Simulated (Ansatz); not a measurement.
# Sr (Fm-3m, 1 atom in the cell): converging a phonon calculation, part 2 of 3

Wanted: convergence of the phonons of Sr (Fm-3m, 1 atom in the cell) against cost.

Ansatz 0.2.0; DFT PBE, scalar-relativistic, plane waves, PAW.

So far, highest frequency on the path or at a solved wavevector (cm⁻¹): step 3 (response at finite wavevector) 103; step 4 (q mesh 2×2×2) 103. The relaxed cell has a = 6.030 Å (conventional setting).

## (8) Another k mesh, k-mesh 4×4×4, q mesh 2×2×2

The k mesh is changed to 4×4×4 on a small fixed q mesh, to find the coarsest that serves.

Input file input.yaml:

```yaml
crystal:
  lattice:
    - [0.0, 3.015089922, 3.015089922]
    - [3.015089922, 0.0, 3.015089922]
    - [3.015089922, 3.015089922, 0.0]
  atoms:
    - { symbol: Sr, position: [0.0, 0.0, 0.0] }
kpoints:
  mp_grid: { grid: [4, 4, 4] }
hamiltonian:
  xc: pbe
scf:
  occupations: { method: methfessel_paxton, width: 0.2 }
output:
  eigenvalues: true
phonons:
  method: dfpt
  qmesh: [2, 2, 2]
  temperatures: { t_max: 1000, t_step: 50 }
  qpath:
    path:
      - [[0.0, 0.0, 0.0], [0.5, 0.0, 0.5], [0.625, 0.25, 0.625]]
      - [[0.375, 0.375, 0.75], [0.0, 0.0, 0.0], [0.5, 0.5, 0.5], [0.5, 0.25, 0.75], [0.5, 0.0, 0.5]]
    npoints: 10
```

Launch:

```console
ansatz run input.yaml --threads 4 --pin off --max-ram 7168MiB --backend cpu --events-out ev --progress --plain --runs-dir out
```

Numbers of over 12 decimals in the logs are rounded to 6 here.

The program printed:

```text
[...]
Crystal: 1 atoms, lattice volume = 54.819 Å³
Basis set: ecut = 420 eV, 1067 PW (Γ), exchange–correlation on 60×60×60 points (8 copies of the dense FFT grid, shifted against one another)
Bands: 9, of which v1, the nominal top of the filled ones, is band 5 counted from 1 (4 counted from 0)
Symmetry: 48 space group operations
k-points: 8 of 64
[...]
SCF iter   1: F=—  HF=-3544.259588 eV  |F-HF|=—  |Δ(HF+E_count)|=         —  Δρ=1.79e-3  dr2=3.85e-3  ethr=1.77e-3  ⟨swp⟩=6.8  Hψ=594  notcnv=0
[...]
SCF iter   7: F=-3544.259655 eV  HF=-3544.259655 eV  |F-HF|=9.09e-13  |Δ(HF+E_count)|=  2.27e-12  S|Δr|=    0.00e0  Δρ=2.70e-8  dr2=9.32e-14  ethr=1.00e-12  ⟨swp⟩=7.1  Hψ=384  notcnv=0
SCF 1 converged in 7 iterations: F = -3544.259655 eV  dr2 = 9.32e-14
[...]
SCF converged after 7 iterations
[...]
Free energy (F): -3544.259655 eV
[...]
Internal energy: -3544.261416 eV  (E = F + TS)
E sigma→0 (E₀):  -3544.260095 eV
Entropy (-TS):   0.001761 eV (1.761 meV/atom)
Fermi energy:    5.196712 eV
Step filling:    the computed levels leave a gap of 0.0007 eV = 0.0 smearing widths at the electron count; against every level under it full and every level over it empty, smearing changes F+E_penalty+E_count by -4.276 meV and its σ→0 estimate by -4.716 meV
[...]
--- Band table (eV; the first three rows and the last of 8) ---
[...]
ASR residual: 5.809e-5 → 0.000e0 eV/Å²; symmetrization residual: 2.258e-16 eV/Å²
  ASR residual per site (eV/Å²): 5.81e-5
  Γ frequencies (cm⁻¹): 0.00 0.00 0.00
--- Phonons (arbitrary-q DFPT): 3 irreducible q on the 2×2×2 mesh ---
[...]
interpolated dispersion: 62 rows × 3 modes
[...]
```

Run time: 1.5 s. Hardware: 4 threads of Arm Neoverse V2, shared host; peak memory 0.38 GiB.

The run finished; it serves as a test, and its numbers are not taken as the result.

## (9) Another k mesh, k-mesh 6×6×6, q mesh 2×2×2

The k mesh is changed to 6×6×6 on a small fixed q mesh, to find the coarsest that serves.

input.yaml, as its differences from that of step 8:

```diff
@@ -8,3 +8,3 @@
 kpoints:
-  mp_grid: { grid: [4, 4, 4] }
+  mp_grid: { grid: [6, 6, 6] }
 hamiltonian:
```

The program printed:

```text
[...]
Crystal: 1 atoms, lattice volume = 54.819 Å³
Basis set: ecut = 420 eV, 1067 PW (Γ), exchange–correlation on 60×60×60 points (8 copies of the dense FFT grid, shifted against one another)
Bands: 9, of which v1, the nominal top of the filled ones, is band 5 counted from 1 (4 counted from 0)
Symmetry: 48 space group operations
k-points: 16 of 216
[...]
SCF iter   1: F=—  HF=-3544.198491 eV  |F-HF|=—  |Δ(HF+E_count)|=         —  Δρ=8.05e-4  dr2=4.57e-4  ethr=1.77e-3  ⟨swp⟩=6.2  Hψ=1207  notcnv=0
[...]
SCF iter   8: F=-3544.199208 eV  HF=-3544.199208 eV  |F-HF|=0.00e0  |Δ(HF+E_count)|=  5.37e-11  S|Δr|=    0.00e0  Δρ=7.00e-8  dr2=1.88e-12  ethr=1.00e-12  ⟨swp⟩=4.9  Hψ=742  notcnv=0
SCF 1 converged in 8 iterations: F = -3544.199208 eV  dr2 = 1.88e-12
[...]
SCF converged after 8 iterations
[...]
Free energy (F): -3544.199208 eV
[...]
Internal energy: -3544.191188 eV  (E = F + TS)
E sigma→0 (E₀):  -3544.197203 eV
Entropy (-TS):   -0.008020 eV (-8.020 meV/atom)
Fermi energy:    5.095828 eV
[...]
--- Band table (eV; the first three rows and the last of 16) ---
[...]
ASR residual: 2.659e-5 → 0.000e0 eV/Å²; symmetrization residual: 7.772e-16 eV/Å²
  ASR residual per site (eV/Å²): 2.66e-5
  Γ frequencies (cm⁻¹): 0.00 0.00 0.00
--- Phonons (arbitrary-q DFPT): 3 irreducible q on the 2×2×2 mesh ---
[...]
interpolated dispersion: 62 rows × 3 modes
[...]
```

Wall time 2.4 s (4 threads); peak memory 0.45 GiB; 8.1 s of CPU time.

The run finished; it serves as a test, and its numbers are not taken as the result.

## (10) Another k mesh, k-mesh 8×8×8, q mesh 2×2×2

The k mesh is changed to 8×8×8 on a small fixed q mesh, to find the coarsest that serves.

input.yaml, as its differences from that of step 9:

```diff
@@ -8,3 +8,3 @@
 kpoints:
-  mp_grid: { grid: [6, 6, 6] }
+  mp_grid: { grid: [8, 8, 8] }
 hamiltonian:
```

The program printed:

```text
[...]
Crystal: 1 atoms, lattice volume = 54.819 Å³
Basis set: ecut = 420 eV, 1067 PW (Γ), exchange–correlation on 60×60×60 points (8 copies of the dense FFT grid, shifted against one another)
Bands: 9, of which v1, the nominal top of the filled ones, is band 5 counted from 1 (4 counted from 0)
Symmetry: 48 space group operations
k-points: 29 of 512
[...]
E sigma→0 (E₀):  -3544.225776 eV
Entropy (-TS):   0.003446 eV (3.446 meV/atom)
Fermi energy:    5.075034 eV
[...]
--- Band table (eV; the first three rows and the last of 29) ---
[...]
ASR residual: 5.535e-5 → 0.000e0 eV/Å²; symmetrization residual: 1.517e-15 eV/Å²
  ASR residual per site (eV/Å²): 5.54e-5
  Γ frequencies (cm⁻¹): 0.00 0.00 0.00
--- Phonons (arbitrary-q DFPT): 3 irreducible q on the 2×2×2 mesh ---
[...]
interpolated dispersion: 62 rows × 3 modes
[...]
[key lines of the parts left out:]
SCF converged after 8 iterations
Free energy (F): -3544.224915 eV
```

It took 4 s on 4 threads; peak memory 0.54 GiB; 15 s of CPU time.

Against step 4 (now k-mesh 8×8×8), the lowest mode on the q mesh (acoustic modes at Γ apart) goes from 48.6 cm⁻¹ to 49.2 cm⁻¹.

## (11) Another k mesh, q mesh 2×2×2

The k mesh is changed to 12×12×12 on a small fixed q mesh, to find the coarsest that serves.

input.yaml, as its differences from that of step 10:

```diff
@@ -8,3 +8,3 @@
 kpoints:
-  mp_grid: { grid: [8, 8, 8] }
+  mp_grid: { grid: [12, 12, 12] }
 hamiltonian:
```

The program printed:

```text
[...]
Crystal: 1 atoms, lattice volume = 54.819 Å³
Basis set: ecut = 420 eV, 1067 PW (Γ), exchange–correlation on 60×60×60 points (8 copies of the dense FFT grid, shifted against one another)
Bands: 9, of which v1, the nominal top of the filled ones, is band 5 counted from 1 (4 counted from 0)
Symmetry: 48 space group operations
k-points: 72 of 1728
[...]
E sigma→0 (E₀):  -3544.220385 eV
Entropy (-TS):   -0.001307 eV (-1.307 meV/atom)
Fermi energy:    5.096257 eV
[...]
--- Band table (eV; the first three rows and the last of 72) ---
[...]
ASR residual: 6.229e-5 → 0.000e0 eV/Å²; symmetrization residual: 5.551e-16 eV/Å²
  ASR residual per site (eV/Å²): 6.23e-5
  Γ frequencies (cm⁻¹): 0.00 0.00 0.00
--- Phonons (arbitrary-q DFPT): 3 irreducible q on the 2×2×2 mesh ---
[...]
interpolated dispersion: 62 rows × 3 modes
[...]
[key lines of the parts left out:]
SCF converged after 8 iterations
Free energy (F): -3544.220712 eV
```

Wall time 10 s (4 threads); peak memory 0.81 GiB; 39 s of CPU time.

## (12) Another k mesh, k-mesh 18×18×18, q mesh 2×2×2

The k mesh is changed to 18×18×18 on a small fixed q mesh, to find the coarsest that serves.

input.yaml, as its differences from that of step 11:

```diff
@@ -8,3 +8,3 @@
 kpoints:
-  mp_grid: { grid: [12, 12, 12] }
+  mp_grid: { grid: [18, 18, 18] }
 hamiltonian:
```

The program printed:

```text
[...]
Crystal: 1 atoms, lattice volume = 54.819 Å³
Basis set: ecut = 420 eV, 1067 PW (Γ), exchange–correlation on 60×60×60 points (8 copies of the dense FFT grid, shifted against one another)
Bands: 9, of which v1, the nominal top of the filled ones, is band 5 counted from 1 (4 counted from 0)
Symmetry: 48 space group operations
k-points: 195 of 5832
[...]
E sigma→0 (E₀):  -3544.221299 eV
Entropy (-TS):   -0.000590 eV (-0.590 meV/atom)
Fermi energy:    5.100683 eV
[...]
--- Band table (eV; the first three rows and the last of 195) ---
[...]
ASR residual: 5.285e-5 → 0.000e0 eV/Å²; symmetrization residual: 5.038e-16 eV/Å²
  ASR residual per site (eV/Å²): 5.29e-5
  Γ frequencies (cm⁻¹): 0.00 0.00 0.00
--- Phonons (arbitrary-q DFPT): 3 irreducible q on the 2×2×2 mesh ---
[...]
interpolated dispersion: 62 rows × 3 modes
[...]
[key lines of the parts left out:]
SCF converged after 8 iterations
Free energy (F): -3544.221446 eV
```

Wall time 31 s (4 threads); peak memory 1.7 GiB.

## (13) Comparing the runs

Times are for 4 threads of Arm Neoverse V2, shared host. The runs compared:

| no. | k-mesh | lowest mode on the q mesh (acoustic modes at Γ apart) (cm⁻¹) | highest frequency on the path or at a solved wavevector (cm⁻¹) | time | memory (GiB) |
| --- | --- | --- | --- | --- | --- |
| 1 | 8×8×8 | 49.22 | 103.2 | 4 s | 0.54 |
| 2 | 12×12×12 | 48.62 | 102.8 | 10 s | 0.81 |
| 3 | 18×18×18 | 48.58 | 102.8 | 31 s | 1.7 |

The runs together. Phonon density of states against wavenumber; read off at these points; values in 1/cm⁻¹/cell:

| wavenumber (cm⁻¹) | 8×8×8 | 12×12×12 | 18×18×18 |
| --- | --- | --- | --- |
| 2.50 | 3.0e-5 | 3.0e-5 | 3.0e-5 |
| 5.00 | 1.4e-4 | 1.4e-4 | 1.4e-4 |
| 7.50 | 3.0e-4 | 3.0e-4 | 3.0e-4 |
| 10.00 | 7.5e-4 | 7.7e-4 | 7.7e-4 |
| 12.50 | 0.00122 | 0.00124 | 0.00125 |
| 15.00 | 0.00179 | 0.00183 | 0.00183 |
| 17.50 | 0.00264 | 0.00269 | 0.0027 |
| 20.00 | 0.00345 | 0.00353 | 0.00354 |
| 22.50 | 0.00443 | 0.00451 | 0.00452 |
| 25.00 | 0.00553 | 0.00563 | 0.00565 |
| 27.50 | 0.0069 | 0.00704 | 0.00706 |
| 30.00 | 0.00844 | 0.00857 | 0.00860 |
| 32.50 | 0.0102 | 0.0105 | 0.0105 |
| 35.00 | 0.0122 | 0.0124 | 0.0125 |
| 37.50 | 0.0144 | 0.0147 | 0.0148 |
| 40.00 | 0.0174 | 0.0178 | 0.0179 |
| 42.50 | 0.0206 | 0.0212 | 0.0212 |
| 45.00 | 0.0252 | 0.0259 | 0.0260 |
| 47.50 | 0.0312 | 0.0327 | 0.0328 |
| 50.00 | 0.0427 | 0.0434 | 0.0434 |
| 52.50 | 0.0451 | 0.0448 | 0.0448 |
| 55.00 | 0.0471 | 0.0467 | 0.0467 |
| 57.50 | 0.0486 | 0.0482 | 0.0482 |
| 60.00 | 0.0507 | 0.0502 | 0.0502 |
| 62.50 | 0.0527 | 0.0521 | 0.0521 |
| 65.00 | 0.0549 | 0.0541 | 0.0541 |
| 67.50 | 0.0570 | 0.0562 | 0.0562 |
| 70.00 | 0.0598 | 0.0585 | 0.0586 |
| 72.50 | 0.0630 | 0.0612 | 0.0613 |
| 74.50 | 0.0647 | 0.0629 | 0.0628 |
| 75.00 | 0.0609 | 0.0592 | 0.0591 |
| 77.50 | 0.0474 | 0.0454 | 0.0455 |
| 80.00 | 0.0477 | 0.0456 | 0.0458 |
| 82.50 | 0.0477 | 0.0453 | 0.0455 |
| 85.00 | 0.0458 | 0.0435 | 0.0437 |
| 87.50 | 0.0454 | 0.0373 | 0.0385 |
| 90.00 | 0.0777 | 0.0675 | 0.0686 |
| 91.50 | 0.118 | 0.0907 | 0.0930 |
| 92.50 | 0.0956 | 0.108 | 0.112 |
| 95.00 | 0.0240 | 0.0334 | 0.0292 |
| 97.50 | 0.0159 | 0.0161 | 0.0161 |
| 100.00 | 0.0102 | 0.00976 | 0.00982 |
| 102.50 | 0.00294 | 0.00116 | 0.00144 |

The runs together, line C_V. Table of C_V, 8×8×8 = 12×12×12 = 18×18×18 by temperature:

| temperature (K) | C_V, 8×8×8 = 12×12×12 = 18×18×18 (J/mol-atom/K) |
| --- | --- |
| 0 | 0 |
| 50 | 18.0 |
| 100 | 22.9 |
| 150 | 24.0 |
| 200 | 24.4 |
| 250 | 24.6 |
| 300 | 24.7 |
| 350 | 24.8 |
| 400 | 24.8 |
| 450 | 24.8 |
| 500 | 24.9 |
| 550 | 24.9 |
| 600 | 24.9 |
| 650 | 24.9 |
| 700 | 24.9 |
| 750 | 24.9 |
| 800 | 24.9 |
| 850 | 24.9 |
| 900 | 24.9 |
| 950 | 24.9 |
| 1000 | 24.9 |

## (14) Another cutoff, cutoff 170 eV, q mesh 2×2×2

The cutoff is set to 170 eV on a small fixed q mesh.

input.yaml, as its differences from that of step 12:

```diff
@@ -8,3 +8,3 @@
 kpoints:
-  mp_grid: { grid: [18, 18, 18] }
+  mp_grid: { grid: [12, 12, 12] }
 hamiltonian:
@@ -24 +24,3 @@
     npoints: 10
+basis:
+  ecutwfc: 170
```

The program printed:

```text
Warning: basis.ecutwfc = 170 eV is below the records' recommended 420 eV, and the density's cutoff is lower with it unless basis.ecutrho_ratio is high enough to keep the records' density cutoff: compare with a run at a higher cutoff
[...]
Crystal: 1 atoms, lattice volume = 54.819 Å³
Basis set: ecut = 170 eV, 283 PW (Γ), exchange–correlation on 40×40×40 points (8 copies of the dense FFT grid, shifted against one another)
Bands: 9, of which v1, the nominal top of the filled ones, is band 5 counted from 1 (4 counted from 0)
Symmetry: 48 space group operations
k-points: 72 of 1728
[...]
SCF iter   1: F=—  HF=-3543.033195 eV  |F-HF|=—  |Δ(HF+E_count)|=         —  Δρ=2.34e-2  dr2=1.34e-1  ethr=1.77e-3  ⟨swp⟩=5.4  Hψ=4597  notcnv=0
[...]
SCF iter   7: F=-3543.008966 eV  HF=-3543.008966 eV  |F-HF|=0.00e0  |Δ(HF+E_count)|=  3.50e-11  S|Δr|=    0.00e0  Δρ=6.78e-8  dr2=2.89e-12  ethr=1.00e-12  ⟨swp⟩=7.0  Hψ=3691  notcnv=0
SCF 1 converged in 7 iterations: F = -3543.008966 eV  dr2 = 2.89e-12
[...]
SCF converged after 7 iterations
[...]
Free energy (F): -3543.008966 eV
[...]
Internal energy: -3543.007467 eV  (E = F + TS)
E sigma→0 (E₀):  -3543.008592 eV
Entropy (-TS):   -0.001499 eV (-1.499 meV/atom)
Fermi energy:    5.162145 eV
[...]
--- Band table (eV; the first three rows and the last of 72) ---
[...]
ASR residual: 5.371e-5 → 0.000e0 eV/Å²; symmetrization residual: 3.079e-14 eV/Å²
  ASR residual per site (eV/Å²): 5.37e-5
  Γ frequencies (cm⁻¹): 0.00 0.00 0.00
--- Phonons (arbitrary-q DFPT): 3 irreducible q on the 2×2×2 mesh ---
[...]
interpolated dispersion: 62 rows × 3 modes
[...]
```

Elapsed: 3.3 s, on 4 threads; peak memory 0.43 GiB; 12 s of CPU time.

The run finished; it serves as a test, and its numbers are not taken as the result.

## (15) Another cutoff, cutoff 230 eV, q mesh 2×2×2

The cutoff is set to 230 eV on a small fixed q mesh.

input.yaml, as its differences from that of step 14:

```diff
@@ -25,2 +25,2 @@
 basis:
-  ecutwfc: 170
+  ecutwfc: 230
```

The program printed:

```text
[...]
Crystal: 1 atoms, lattice volume = 54.819 Å³
Basis set: ecut = 230 eV, 411 PW (Γ), exchange–correlation on 48×48×48 points (8 copies of the dense FFT grid, shifted against one another)
Bands: 9, of which v1, the nominal top of the filled ones, is band 5 counted from 1 (4 counted from 0)
Symmetry: 48 space group operations
k-points: 72 of 1728
[...]
SCF iter   1: F=—  HF=-3544.118419 eV  |F-HF|=—  |Δ(HF+E_count)|=         —  Δρ=4.76e-3  dr2=5.49e-3  ethr=1.77e-3  ⟨swp⟩=5.7  Hψ=4744  notcnv=0
[...]
SCF iter   7: F=-3544.118248 eV  HF=-3544.118248 eV  |F-HF|=4.55e-13  |Δ(HF+E_count)|=  1.19e-10  S|Δr|=    0.00e0  Δρ=3.52e-8  dr2=1.35e-12  ethr=1.00e-12  ⟨swp⟩=7.4  Hψ=3987  notcnv=0
SCF 1 converged in 7 iterations: F = -3544.118248 eV  dr2 = 1.35e-12
[...]
SCF converged after 7 iterations
[...]
Free energy (F): -3544.118248 eV
[...]
Internal energy: -3544.116757 eV  (E = F + TS)
E sigma→0 (E₀):  -3544.117875 eV
Entropy (-TS):   -0.001491 eV (-1.491 meV/atom)
Fermi energy:    5.107388 eV
[...]
--- Band table (eV; the first three rows and the last of 72) ---
[...]
ASR residual: 9.876e-5 → 0.000e0 eV/Å²; symmetrization residual: 3.553e-15 eV/Å²
  ASR residual per site (eV/Å²): 9.88e-5
  Γ frequencies (cm⁻¹): 0.00 0.00 0.00
--- Phonons (arbitrary-q DFPT): 3 irreducible q on the 2×2×2 mesh ---
[...]
interpolated dispersion: 62 rows × 3 modes
[...]
```

Wall time 5.3 s (4 threads); peak memory 0.5 GiB; 19 s of CPU time.

The run finished; it serves as a test, and its numbers are not taken as the result.

(Part 2 of 3 ends here.)

[Logs are printed without paths, hosts, clocks, repeated set-up lines and the standing remarks that a program may print on its own settings, such as how far it seeks lower states.]

[Hosts, paths, dates, database ids (printed as entryN), source tags and the programs' standing remarks are cut or masked in the printed files.]
